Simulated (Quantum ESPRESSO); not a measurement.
# Calculated records

Collinear magnetic orders of La2Fe2Se2O3 with Quantum ESPRESSO. It takes space group I4/mmm (No. 139, tetragonal). The conventional cell has a = 4.122 Å, b = 4.122 Å, c = 18.979 Å, α = 90.00°, β = 90.00°, γ = 90.00°. Nearest to La lie 4 O at 2.39 Å and 4 Se at 3.36 Å. Nearest to Fe lie 2 O at 2.06 Å and 4 Se at 2.77 Å. Se has 4 Fe at 2.77 Å and 4 La at 3.36 Å nearest. O has 4 Fe at 2.06 Å nearest. O has 4 La at 2.39 Å nearest. Farther neighbours and most contacts between anions are not listed. The calculation used LDA; plane waves with GBRV 1.5 LDA potentials, no spin-orbit coupling (and 1 further level or step) in Quantum ESPRESSO 7.5, with GBRV 1.5 LDA, cutoff 544.23 eV, 6×6×6 k-mesh, 59 bands, fermi-dirac occupations, smearing width 0.05 eV, collinear spin, SCF threshold 1.80e-8, mesh matched on, starting moments 0 0 4 4 0 0 0 0 0 μB in one of its runs. The lowest state found is ferromagnetic (from ferro ++). The largest site moment is 3.20 μB. The next state with moments is antiferromagnetic, 107 meV a seeded atom higher. It took 2 runs, 42 min in all on 4 MPI ranks of Arm Neoverse V1, shared host (the runs of this entry). This is the lowest of 2 collinear or spinless starts, no proof of the ground state. No Hubbard term acts here. In such compounds local and semilocal functionals without one often delocalise the d electrons, and can shrink or lose moments and miss the size, sign and order of the couplings. The run is spin-polarised, with a total moment of 8.00 μB a cell (absolute 8.03). The smearing term is large for its width, so states at the Fermi level are partly filled: at this level the cell is a metal or has a gap of a few widths at most.

```
CELL_PARAMETERS angstrom
-2.06082 2.06084 9.48949
2.06082 -2.06084 9.48949
2.06082 2.06084 -9.48949
ATOMIC_POSITIONS crystal
La 0.31367 0.31367 0.00000
La 0.68633 0.68633 0.00000
Fe 0.00000 0.50000 0.50000
Fe 0.50000 0.00000 0.50000
Se 0.90215 0.90215 0.00000
Se 0.09785 0.09785 0.00000
O 0.50000 0.50000 0.00000
O 0.25000 0.75000 0.50000
O 0.75000 0.25000 0.50000
```

[Logs and program files are shortened in this print: banners, set-up blocks, solver, clock and traceback lines can be left out without a mark of their own.]

[Logs are printed without paths, hosts, clocks, repeated set-up lines and the standing remarks that a program may print on its own settings, such as how far it seeks lower states.]

[Hosts, paths, dates, database ids (printed as entryN), source tags and the programs' standing remarks are cut or masked in the printed files.]

[Where a cell is said to come from a database of computed structures, the database is the Materials Project.]
